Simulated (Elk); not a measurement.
# CmAs with and without a Hubbard term, part 2 of 2

Aim: see how the moments of CmAs follow the form and size of the Hubbard term.

Elk 11.2.3 (patched build); LDA (Perdew-Wang); all-electron APW+lo, Dirac cores, scalar-relativistic bands with second-variational spin-orbit coupling.

So far, largest spin moment in the muffin-tin sphere (μB): step 2 (No U) 6.41; step 3 (U = 4.00 eV, J = 0.50 eV on Cm f (fully localised)) 6.05.

## Step 4: U = 6.00 eV, J = 0.50 eV on Cm f (fully localised)

Level of this step: LDA (Perdew-Wang) with U = 6.00 eV, J = 0.50 eV on Cm f; all-electron APW+lo, Dirac cores, scalar-relativistic bands with second-variational spin-orbit coupling (Elk).

The same form with other values shows how far the result hangs on them.

elk.in reads:

```
tasks
  0
  15

xctype
  3

rgkmax
  7.0

nempty
  14

swidth
  0.001

reducebf
  0.7

epsengy
  1e-05

maxscl
  150

lmaxi
  3

nxlo
  3

spinorb
  .true.

cmagz
  .true.

spinpol
  .true.

tmwrite
  .true.

sppath
  './'

avec
  0.00000000000 5.57563693071 5.57563693071
  5.57563693071 0.00000000000 5.57563693071
  5.57563693071 5.57563693071 0.00000000000

atoms
  2
  'Cm.in'
  1
  0.5000000000 0.5000000000 0.5000000000   0.000000 0.000000 -0.750000
  'As.in'
  1
  0.0000000000 0.0000000000 0.0000000000   0.000000 0.000000 0.000000

ngridk
  6 6 6

dft+u
  1 1
  1 3 0.220496 0.018375
```

The run is started by

```console
$ OMP_NUM_THREADS=2 elk
```

Numbers of over 12 decimals in the logs are rounded to 6 here.

The log of the run:

```text
Warning(gndstate): core states of species 2 leak from the muffin-tin :   0.1424951716E-03
Warning(gndstate): forces or DFT+U at lmaxo under 8 : 6
  [figures from our tests cut]: type lmaxo 8 and lmaxapw 10
Warning(chksvso): spin-orbit splittings by the second variation are low [figures from our tests cut]: local-orbitals by j (lorbdm 7 and 8, zora) mend levels alone

--- INFO.OUT ---
┌─────────────────────────┐
│ Elk code version 11.2.3 │
└─────────────────────────┘

All units are atomic (Hartree, Bohr, etc.)

[...]
total charge                :    129.0000000
 error                       :   0.2174015853E-03

Moments :
 interstitial                :   0.9514545957E-01
 muffin-tins
  species : 1 (Cm)
   atom 1                    :    6.091717257
  species : 2 (As)
   atom 1                    :  -0.9286162814E-01
 total in muffin-tins        :    5.998855629
 total moment                :    6.094001089

┌──────────────────────────────┐
│ Self-consistent loop stopped │
└──────────────────────────────┘

Warning : core states of species 2 leak from the muffin-tin :   0.1424951716E-03

Warning : forces or DFT+U at lmaxo under 8 : 6

Wrote STATE.OUT

[key lines of the parts left out:]
total energy                :     -33609.240529518
```

Wall time 2.6 min (2 threads of Arm Neoverse V2, shared host); peak memory 0.13 GiB; 5.1 min of CPU time.

Read from the output:

```yaml
density_of_states_at_the_fermi_level: 0.7093 states/eV/cell
moment_between_the_spheres: 0.09514 μB
magnetization: 6.094 μB
final_state: ferromagnetic
largest_moment: 6.092 μB
```

The largest spin moment is -0.32 μB from that of the first run.

## Step 5: A Yukawa screening of 1.5 1/bohr on Cm f (fully localised)

Only the screening constant of the Yukawa potential is typed; U and J both come out of the radial functions.

Edit elk.in of step 4 so:

```diff
@@ -64,3 +64,3 @@
 dft+u
-  1 1
-  1 3 0.220496 0.018375
+  1 4
+  1 3 1.500000
```

The run is started by

```console
$ OMP_NUM_THREADS=2 elk
```

The log of the run:

```text
Warning(gndstate): core states of species 2 leak from the muffin-tin :   0.1424181958E-03
Warning(gndstate): forces or DFT+U at lmaxo under 8 : 6
  [figures from our tests cut]: type lmaxo 8 and lmaxapw 10
Warning(chksvso): spin-orbit splittings by the second variation are low [figures from our tests cut]: local-orbitals by j (lorbdm 7 and 8, zora) mend levels alone

--- INFO.OUT ---
┌─────────────────────────┐
│ Elk code version 11.2.3 │
└─────────────────────────┘

All units are atomic (Hartree, Bohr, etc.)

[...]
total charge                :    129.0000000
 error                       :   0.2048337251E-03

Moments :
 interstitial                :   0.9894798028E-01
 muffin-tins
  species : 1 (Cm)
   atom 1                    :    5.805788198
  species : 2 (As)
   atom 1                    :  -0.8881824155E-01
 total in muffin-tins        :    5.716969957
 total moment                :    5.815917937

┌──────────────────────────────┐
│ Self-consistent loop stopped │
└──────────────────────────────┘

Warning : core states of species 2 leak from the muffin-tin :   0.1424181958E-03

Warning : forces or DFT+U at lmaxo under 8 : 6

Wrote STATE.OUT

[key lines of the parts left out:]
total energy                :     -33609.250954365
```

Run time: 3.3 min. Hardware: 2 threads; peak memory 0.13 GiB; 6.5 min of CPU time.

This step gave:

* density of states at the Fermi level: 0.7189 states/eV/cell
* moment between the spheres: 0.09895 μB
* magnetization: 5.816 μB
* final state: ferromagnetic
* largest moment: 5.806 μB

The largest spin moment is -0.61 μB from that of the first run.

FDU.OUT:

```text

   1   3 : species, l
  0.1636327920     : F^(0)
  0.2751721227     : F^(2)
  0.2166617263     : F^(4)
  0.1683418287     : F^(6)
  0.1636327920     : U
  0.2533546556E-01 : J
   1.500000000     : screening length λ
```

In eV, for the first corrected species: U = 4.45, J = 0.69.

## Step 6: U = 4.00 eV on Cm f, Slater integrals from a Yukawa potential (fully localised)

Here the screening length of a Yukawa potential is fitted to the U, and J and the other Slater integrals follow from it.

Edit elk.in of step 5 so:

```diff
@@ -64,3 +64,3 @@
 dft+u
-  1 4
-  1 3 1.500000
+  1 5
+  1 3 0.146997
```

The run is started by

```console
$ OMP_NUM_THREADS=2 elk
```

The log of the run:

```text
Warning(gndstate): core states of species 2 leak from the muffin-tin :   0.1423982320E-03
Warning(gndstate): forces or DFT+U at lmaxo under 8 : 6
  [figures from our tests cut]: type lmaxo 8 and lmaxapw 10
Warning(chksvso): spin-orbit splittings by the second variation are low [figures from our tests cut]: local-orbitals by j (lorbdm 7 and 8, zora) mend levels alone

--- INFO.OUT ---
┌─────────────────────────┐
│ Elk code version 11.2.3 │
└─────────────────────────┘

All units are atomic (Hartree, Bohr, etc.)

[...]
total charge                :    129.0000000
 error                       :   0.2047140076E-03

Moments :
 interstitial                :   0.1040828276
 muffin-tins
  species : 1 (Cm)
   atom 1                    :    5.873580550
  species : 2 (As)
   atom 1                    :  -0.8805489395E-01
 total in muffin-tins        :    5.785525656
 total moment                :    5.889608484

┌──────────────────────────────┐
│ Self-consistent loop stopped │
└──────────────────────────────┘

Warning : core states of species 2 leak from the muffin-tin :   0.1423982320E-03

Warning : forces or DFT+U at lmaxo under 8 : 6

Wrote STATE.OUT

[key lines of the parts left out:]
total energy                :     -33609.251250558
```

Run time: 2.9 min. Hardware: 2 threads; peak memory 0.13 GiB.

Numbers from this step:

* density of states at the Fermi level: 0.7068 states/eV/cell
* moment between the spheres: 0.1041 μB
* magnetization: 5.890 μB
* final state: ferromagnetic
* largest moment: 5.874 μB

The largest spin moment is -0.54 μB from that of the first run.

FDU.OUT:

```text

   1   3 : species, l
  0.1469970000     : F^(0)
  0.2632805049     : F^(2)
  0.2122631793     : F^(4)
  0.1664624538     : F^(6)
  0.1469970000     : U
  0.2460064613E-01 : J
   1.638124693     : screening length λ
```

In eV, for the first corrected species: U = 4.00, J = 0.67.

## Step 7: Side by side

| Hubbard term | state | largest spin moment (μB) | its orbital moment (μB) | CPU time |
| --- | --- | --- | --- | --- |
| none | ferromagnetic | 6.413 | 0.257 | 2.6 min |
| U = 4.00 eV, J = 0.50 eV on Cm f (fully localised) | ferromagnetic | 6.047 | 0.431 | 5.6 min |
| U = 6.00 eV, J = 0.50 eV on Cm f (fully localised) | ferromagnetic | 6.092 | 0.417 | 5.1 min |
| a Yukawa screening of 1.5 1/bohr on Cm f (fully localised) | ferromagnetic | 5.806 | 0.548 | 6.5 min |
| U = 4.00 eV on Cm f, Slater integrals from a Yukawa potential (fully localised) | ferromagnetic | 5.874 | 0.514 | 5.6 min |

## Step 8: Summary of results

```json
{
  "range of the spin moment": "5.81 to 6.41 μB",
  "range of the orbital moment": "0.26 to 0.55 μB"
}
```

Over the forms that converged the largest spin moment runs from 5.81 to 6.41 μB. Against no U, U = 4.00 eV, J = 0.50 eV on Cm f in the fully localised form lowers the moment by 0.37 μB. It enlarges the orbital moment by a factor of 1.7. Total energies under different Hubbard terms can't be compared. Open f shells have many stationary orbital fillings, so the state need not be the lowest.

[Logs and program files are shortened in this print: banners, set-up blocks, solver, clock and traceback lines can be left out without a mark of their own.]

[Logs are printed without paths, hosts, clocks, repeated set-up lines and the standing remarks that a program may print on its own settings, such as how far it seeks lower states.]

[Hosts, paths, dates, database ids (printed as entryN), source tags and the programs' standing remarks are cut or masked in the printed files.]

[Where a cell is said to come from a database of computed structures, the database is the Materials Project.]
